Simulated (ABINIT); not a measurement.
**CdH2 (P-3m1): modes at Γ and the response to a field**

Aim: the zone-centre modes of CdH2 (P-3m1).

Main program and level: ABINIT 10.8.3; DFT PBE, scalar-relativistic, plane waves, PseudoDojo norm-conserving pseudopotentials.

Most raw output is cut from this account.

The structure was built from a prototype and need not be the compound's stable phase.

## 1. The starting structure

The structure is trigonal, space group P-3m1 (No. 164). Conventional cell: a = 3.407 Å, b = 3.407 Å, c = 5.520 Å, α = 90.00°, β = 90.00°, γ = 120.00°. Nearest to Cd lie 6 H at 2.40 Å. Nearest to H lie 3 Cd at 2.40 Å. Farther neighbours are not listed.

## 2. A first look

A first run with smearing and empty bands tells whether the crystal has a gap, which decides between fixed occupations and smearing later on.

File probe.abi:

```
# ground state
tolvrs 1.0d-08
prtden 1
prtwf 1

# basis, mesh and filling
ecut 47.0
ngkpt 6 6 4
nshiftk 1
shiftk 0.0 0.0 0.0
istwfk *1
occopt 7
tsmear 0.005
nband 18
nstep 100
diemac 9.0
prtebands 0
prtgsr 0
useylm 1

# cell and atoms
acell 6.439240064 6.439240064 10.43157167
rprim 
    1.0 0.0 0.0
    -0.5 0.8660254038 0.0
    0.0 0.0 1.0
ntypat 2
znucl 48 1
natom 3
typat 1 2 2
xred 
    0.0 0.0 0.0
    1/3 2/3 0.25
    2/3 1/3 0.75
pp_dirpath "./pseudo"
pseudos "Cd.upf, H.upf"
```

The run is started by

```bash
> OMP_NUM_THREADS=1 mpirun -n 4 abinit probe.abi > probe.log
```

Elapsed: 23 s, on 4 MPI ranks of Arm Neoverse V1, shared host; 91 s of CPU time.

Numbers from this step:

```yaml
volume_per_atom: 18.50 Å³
pressure: -9.010 GPa
gap_on_the_k_mesh: 1.458 eV
```

A gap of 1.5 eV opens on this mesh, so the crystal is taken as an insulator; the printed pressure holds the stress of the finite basis too.

## 3. Rough relaxation

The typed start is rough, so a first relaxation with smearing and loose thresholds takes it towards rest cheaply.

File prerelax.abi:

```
# relaxation
ionmov 2
optcell 2
dilatmx 1.15
chkdilatmx 0
ntime 40
tolmxf 3.0d-04
tolvrs 1.0d-10
prtwf 0
prtden 0
chksymtnons 0

# basis, mesh and filling
ecut 46.0
ecutsm 3.0
ngkpt 6 6 4
nshiftk 1
shiftk 0.0 0.0 0.0
istwfk *1
occopt 7
tsmear 0.005
nband 18
nstep 100
diemac 9.0
prtebands 0
prtgsr 0
useylm 1

# cell and atoms
acell 6.439240064 6.439240064 10.43157167
rprim 
    1.0 0.0 0.0
    -0.5 0.8660254038 0.0
    0.0 0.0 1.0
ntypat 2
znucl 48 1
natom 3
typat 1 2 2
xred 
    0.0 0.0 0.0
    1/3 2/3 0.25
    2/3 1/3 0.75
pp_dirpath "./pseudo"
pseudos "Cd.upf, H.upf"
```

The run is started by

```bash
> OMP_NUM_THREADS=1 mpirun -n 4 abinit prerelax.abi > prerelax.log
```

The job ended after 9 min (4 MPI ranks; 36 min of CPU time).

Relaxation path:

```
step  energy less that of the first step (eV)  largest force (eV/Å)  volume (Å³)
   1                                   0.0000                1.1116        55.51
   2                                  -0.1030                1.0670        54.04
   3                                  -0.2519                0.8789        33.50
   4                                  -0.6382                0.5218        44.13
   5                                  -0.6861                0.2976        41.72
   6                                  -0.6927                0.1866        40.78
   7                                  -0.6962                0.1563        40.65
   8                                  -0.7156                0.0139        40.49
   9                                  -0.7201                0.0014        40.85
  10                                  -0.7207                0.0135        41.13
  11                                  -0.7208                0.0216        41.21
  12                                  -0.7208                0.0265        41.26
  13                                  -0.7209                0.0344        41.36
  14                                  -0.7211                0.0457        41.58
  15                                  -0.7216                0.0606        42.08
  16                                  -0.7224                0.0740        43.13
  17                                  -0.7241                0.0651        45.09
  18                                  -0.7257                0.0069        47.84
  19                                  -0.7257                0.0040        47.78
```

```
conventional cell, symmetrised  before  after   change
                         a (Å)   3.407  3.174   -6.9 %
                         b (Å)   3.407  3.174   -6.9 %
                         c (Å)   5.520  5.478   -0.8 %
              volume (Å³/atom)   18.50  15.93  -13.9 %
```

The atoms that moved most (Å, as changes of fractional coordinates times the final cell):

```
atom     dx     dy      dz  length
  H3  0.000  0.000   0.355   0.355
  H2  0.000  0.000  -0.355   0.355
```

The relaxed structure:

```cif
data_structure
_symmetry_space_group_name_H-M 'P 1'
_symmetry_Int_Tables_number 1
_cell_length_a 3.1736
_cell_length_b 3.1736
_cell_length_c 5.4776
_cell_angle_alpha 90.000
_cell_angle_beta 90.000
_cell_angle_gamma 120.000
_cell_volume 47.78
loop_
_atom_site_label
_atom_site_type_symbol
_atom_site_fract_x
_atom_site_fract_y
_atom_site_fract_z
_atom_site_occupancy
Cd1 Cd 0.00000 0.00000 0.00000 1
H2 H 0.33333 0.66667 0.18521 1
H3 H 0.66667 0.33333 0.81479 1
```

Numbers from this step:

```
volume per atom   : 15.93 Å³
pressure          : -0.04168 GPa
gap on the k-mesh : 1.946 eV
```

The volume changes by -13.9 % in this run and stands -13.9 % from the first cell.

## 4. Rough relaxation

The cell changed much, so the rough relaxation is repeated on a basis made for the new cell.

Changes to prerelax.abi since step 3:

```diff
@@ -29,3 +29,3 @@
 # cell and atoms
-acell 6.439240064 6.439240064 10.43157167
+acell 5.997173988 5.997173988 10.35124271
 rprim 
@@ -40,4 +40,4 @@
     0.0 0.0 0.0
-    1/3 2/3 0.25
-    2/3 1/3 0.75
+    1/3 2/3 0.1852134155
+    2/3 1/3 0.8147865845
 pp_dirpath "./pseudo"
```

It took 34 s on 4 MPI ranks.

Little changed from the start: no atom moved by 0.005 Å and no cell edge by 0.1 %.

Numbers from this step:

```yaml
pressure: -0.04167 GPa
```

The volume changes by +0.0 % in this run and stands -13.9 % from the first cell.

## 5. Relaxing the cell and atoms

The harmonic expansion needs vanishing forces, and a free crystal bears no stress, so cell and atoms are brought to rest. Stress is more sensitive to the basis than forces are: the last 3 Ha under the cutoff are smoothed with ecutsm, and the cutoff is raised above that of the later runs.

File relax.abi:

```
# relaxation
ionmov 2
optcell 2
dilatmx 1.08
ntime 40
tolmxf 1.0d-05
tolvrs 1.0d-14
prtwf 0
prtden 0
chksymtnons 0

# basis, mesh and filling
ecut 57.0
ecutsm 3.0
ngkpt 9 9 4
nshiftk 1
shiftk 0.0 0.0 0.0
istwfk *1
occopt 1
nband 11
nstep 100
diemac 9.0
prtebands 0
prtgsr 0
useylm 1

# cell and atoms
acell 5.997173988 5.997173988 10.35124271
rprim 
    1.0 0.0 0.0
    -0.5 0.8660254038 0.0
    0.0 0.0 1.0
ntypat 2
znucl 48 1
natom 3
typat 1 2 2
xred 
    0.0 0.0 0.0
    1/3 2/3 0.1852134155
    2/3 1/3 0.8147865845
pp_dirpath "./pseudo"
pseudos "Cd.upf, H.upf"
```

The run is started by

```bash
> OMP_NUM_THREADS=1 mpirun -n 4 abinit relax.abi > relax.log
```

It took 9.3 min on 4 MPI ranks.

Step by step:

```
step  energy less that of the first step (eV)  largest force (eV/Å)  volume (Å³)
   1                                   0.0000                0.0011        47.78
   2                                   0.0000                0.0015        47.77
   3                                   0.0000                0.0039        47.72
   4                                   0.0000                0.0038        47.72
   5                                   0.0000                0.0010        47.72
   6                                   0.0000                0.0005        47.72
   7                                   0.0000                0.0004        47.72
   8                                   0.0000                0.0002        47.72
   9                                   0.0000                0.0001        47.72
  10                                   0.0000                0.0006        47.71
  11                                   0.0000                0.0013        47.68
  12                                   0.0000                0.0022        47.60
  13                                   0.0000                0.0029        47.42
  14                                   0.0000                0.0025        47.19
  15                                   0.0000                0.0012        47.06
  16                                   0.0000                0.0002        47.06
```

```
conventional cell, symmetrised  before  after  change
                         a (Å)   3.174  3.171  -0.1 %
                         b (Å)   3.174  3.171  -0.1 %
                         c (Å)   5.478  5.403  -1.4 %
              volume (Å³/atom)   15.93  15.69  -1.5 %
```

The atoms that moved most (Å, as changes of fractional coordinates times the final cell):

```
atom     dx     dy      dz  length
  H2  0.000  0.000   0.015   0.015
  H3  0.000  0.000  -0.015   0.015
```

Final coordinates:

```xyz
3
Lattice="3.1712 0.0000 0.0000 -1.5856 2.7464 0.0000 0.0000 0.0000 5.4032" Properties=species:S:1:pos:R:3 pbc="T T T"
Cd    0.0000    0.0000    0.0000
H     0.0000    1.8309    1.0161
H     1.5856    0.9155    4.3871
```

This step gave:

| Property | Result |
| --- | --- |
| volume per atom | 15.69 Å³ |
| pressure | -0.002282 GPa |

The volume changes by -1.5 % in this run and stands -15.2 % from the first cell.

## 6. Ground state

The response is built on these wavefunctions, so the potential is converged far more tightly than an energy would need. The mesh is shifted off Γ, since shifted meshes converge sums over the zone faster.

File gs.abi:

```
# ground state
tolvrs 1.0d-16
prtden 1
prtwf 1

# basis, mesh and filling
ecut 47.0
ngkpt 9 9 4
nshiftk 1
shiftk 0.0 0.0 0.5
istwfk *1
occopt 1
nband 11
nstep 100
diemac 9.0
prtebands 0
prtgsr 0
useylm 1

# cell and atoms
acell 5.992753732 5.992753732 10.2105575
rprim 
    1.0 0.0 0.0
    -0.5 0.8660254038 0.0
    0.0 0.0 1.0
ntypat 2
znucl 48 1
natom 3
typat 1 2 2
xred 
    0.0 0.0 0.0
    1/3 2/3 0.1880627281
    2/3 1/3 0.8119372719
pp_dirpath "./pseudo"
pseudos "Cd.upf, H.upf"
```

The run is started by

```bash
> OMP_NUM_THREADS=1 mpirun -n 4 abinit gs.abi > gs.log
```

Run time: 37 s. Hardware: 4 MPI ranks; 2.5 min of CPU time.

Numbers from this step:

- pressure: -0.3713 GPa

The cell stands at -0.37 GPa: the relaxation ran with a smoothed and higher cutoff and on another k mesh.

## 7. Empty bands

Empty bands on the ground state's density check that the gap assumed so far is there in this cell.

File gap.abi:

```
# empty bands on the ground state's density
iscf -2
getden_filepath "gso_DEN"
tolwfr 1.0d-12
nbdbuf 2
prtwf 0

# basis, mesh and filling
ecut 47.0
ngkpt 9 9 4
nshiftk 1
shiftk 0.0 0.0 0.0
istwfk *1
occopt 1
nband 15
nstep 100
diemac 9.0
prtebands 0
prtgsr 0
useylm 1

# cell and atoms
acell 5.992753732 5.992753732 10.2105575
rprim 
    1.0 0.0 0.0
    -0.5 0.8660254038 0.0
    0.0 0.0 1.0
ntypat 2
znucl 48 1
natom 3
typat 1 2 2
xred 
    0.0 0.0 0.0
    1/3 2/3 0.1880627281
    2/3 1/3 0.8119372719
pp_dirpath "./pseudo"
pseudos "Cd.upf, H.upf"
```

The run is started by

```bash
> OMP_NUM_THREADS=1 mpirun -n 4 abinit gap.abi > gap.log
```

It took 16 s on 4 MPI ranks; 65 s of CPU time.

This step gave:

| Item | Value |
| --- | --- |
| gap on the k-mesh | 1.725 eV |

In this cell the gap on the mesh is 1.7 eV, indirect (smallest direct 2.9 eV), so fixed occupations hold.

## 8. Linear response at Γ

The derivative of the wavefunctions by k comes first, since the response to a field is built on it; then the field and the displacements that symmetry doesn't supply are solved at q = 0.

It reads the wavefunctions written in step 6.

File dfpt_gamma.abi:

```
ndtset 2

# common to the responses
getwfk_filepath "gso_WFK"
kptopt 2
nqpt 1
qpt 0.0 0.0 0.0
asr 0
chneut 0

# d/dk
rfelfd1 2
rfdir1 1 1 1
iscf1 -3
tolwfr1 1.0d-20

# displacements, field
rfphon2 1
rfatpol2 1 3
rfdir2 1 1 1
rfelfd2 3
getddk2 1
tolvrs2 1.0d-10
prtwf2 0

# basis, mesh and filling
ecut 47.0
ngkpt 9 9 4
nshiftk 1
shiftk 0.0 0.0 0.5
istwfk *1
occopt 1
nband 11
nstep 100
diemac 9.0
prtebands 0
prtgsr 0
useylm 1

# cell and atoms
acell 5.992753732 5.992753732 10.2105575
rprim 
    1.0 0.0 0.0
    -0.5 0.8660254038 0.0
    0.0 0.0 1.0
ntypat 2
znucl 48 1
natom 3
typat 1 2 2
xred 
    0.0 0.0 0.0
    1/3 2/3 0.1880627281
    2/3 1/3 0.8119372719
pp_dirpath "./pseudo"
pseudos "Cd.upf, H.upf"
```

The run is started by

```bash
> OMP_NUM_THREADS=1 mpirun -n 4 abinit dfpt_gamma.abi > dfpt_gamma.log
```

Wall time 11 min (4 MPI ranks).

This step gave:

- miss of the charge sum rule: 0.002816 e
- largest acoustic frequency at the zone centre before the sum rule: 2.9 cm⁻¹
- highest optical zone-centre mode (no LO-TO term): 962.7 cm⁻¹
- lowest optical zone-centre mode: 293.4 cm⁻¹
- mean high-frequency dielectric constant: 5.552
- largest Born charge in size (third of the trace): 2.036 e

Born charge (rows field, columns displacement), before the sum rule (e), principal values of the symmetric part by kind of site:

```
atom  atoms with these values    low  middle   high   mean
 Cd1                        1   0.68    2.71   2.71   2.04
  H2                        2  -1.36   -1.36  -0.34  -1.02
```

In full for Cd1:

```
2.71 0.00 0.00
0.00 2.71 0.00
0.00 0.00 0.68
```

High-frequency dielectric tensor:

```
7.11 0.00 0.00
0.00 7.11 0.00
0.00 0.00 2.44
```

The acoustic modes at Γ come out as far as 2.9 cm⁻¹ from zero, where they should vanish, a small numerical error; the Born charges miss their sum rule by 0.0028 e, which is good.

## 9. Modes with the sum rule

anaddb reads the merged derivatives, imposes the acoustic sum rule and charge neutrality, and adds the LO-TO term along chosen directions.

File anaddb.abi:

```
ddb_filepath "gamma_DDB"
output_file "anaddb.abo"
outdata_prefix "anaddb"
asr 1
chneut 1
enunit 2
eivec 1
nph1l 1
qph1l 0.0 0.0 0.0 1.0
dieflag 1
nph2l 3
qph2l 
    1.0 0.0 0.0 0.0
    0.0 0.0 1.0 0.0
    1.0 1.0 1.0 0.0
```

File mrgddb.in:

```
gamma_DDB
merged
2
dfpt_gammao_DS2_DDB
gso_DDB
```

The run is started by

```bash
> mrgddb < mrgddb.in > mrgddb.log
> OMP_NUM_THREADS=1 anaddb anaddb.abi > anaddb.log
```

The job ended after 0.51 s (1 thread).

This step gave:

| Item | Value |
| --- | --- |
| mean static dielectric constant | 35.81 |
| highest mode moved by the LO-TO term | 835.0 cm⁻¹ |

No LO-TO term; unit eigenvectors of the mass-weighted matrix, from anaddb's displacements. The modes at Γ (shares of kinetic energy by element, %):

```
mode  frequency (cm⁻¹)  Cd %  H %
   1               0.0    98    2
   2               0.0    98    2
   3               0.0    98    2
   4             293.4     2   98
   5             293.4     2   98
   6             773.2     2   98
   7             823.0     0  100
   8             823.0     0  100
   9             962.7     0  100
```

Displacements in mode 5 (293.4 cm⁻¹), the largest set to 1:
```
Cd1  0.02  0.00  0.00
H2  -1.00  0.00  0.00
H3  -1.00  0.00  0.00
```

Displacements in mode 8 (823.0 cm⁻¹), the largest set to 1:
```
Cd1  0.00  0.00  0.00
H2   1.00  0.00  0.00
H3  -1.00  0.00  0.00
```

Static dielectric tensor (ions relaxed, fixed cell):

```
52.29  0.00  0.00
 0.00 52.29  0.00
 0.00  0.00  2.84
```

The rule moves no optical mode by more than 0.1 cm⁻¹.

## 10. Sum rules set otherwise (asr 0)

Without the rule the raw error of the acoustic modes shows.

Changes to anaddb.abi since step 9:

```diff
@@ -3,4 +3,4 @@
 outdata_prefix "anaddb"
-asr 1
-chneut 1
+asr 0
+chneut 0
 enunit 2
```

mrgddb.in is that of step 9.

Elapsed: 0.5 s, on 1 thread.

Numbers from this step:

```
mean static dielectric constant : 35.77
```

Zone-centre frequencies as printed; negative means imaginary. Modes:

```
mode  frequency (cm⁻¹)
   1              1.99
   2              1.99
   3               2.9
   4             293.4
   5             293.4
   6             773.2
   7               823
   8               823
   9             962.7
```

## 11. Summary of results

| Property | Result |
| --- | --- |
| space group after relaxation | P-3m1 |
| volume per atom | 15.7 Å³ |
| highest optical zone-centre mode (no LO-TO term) | 962.7 cm⁻¹ |
| lowest optical zone-centre mode | 293.4 cm⁻¹ |
| highest mode moved by the LO-TO term | 835.0 cm⁻¹ |
| mean high-frequency dielectric constant | 5.55 |
| largest Born charge in size (third of the trace) | 2.04 e |
| mean static dielectric constant | 35.8 |
| imaginary optical modes at the zone centre (no q mesh in this session) | none |

At the PBE level the optical modes of CdH2 (P-3m1) at the zone centre (no LO-TO term) run from 293 to 963 cm⁻¹. The base run prints -0.37 GPa, mostly the error of a finite basis; the relaxation, with a smoothed and higher cutoff, had brought the cell to rest. Along the directions run, the highest mode that the macroscopic field moves lies at 835 cm⁻¹. Lattice motion raises the mean dielectric constant from 5.552 to 35.81. These are harmonic frequencies at zero temperature: anharmonic shifts and linewidths and thermal expansion are left out. The structure is a hypothetical one, built on a prototype.

[Host names and launcher messages were left out of these logs when they were recorded.]

[Logs are printed without paths, hosts, clocks, repeated set-up lines and the standing remarks that a program may print on its own settings, such as how far it seeks lower states.]

[Hosts, paths, dates, database ids (printed as entryN), source tags and the programs' standing remarks are cut or masked in the printed files.]
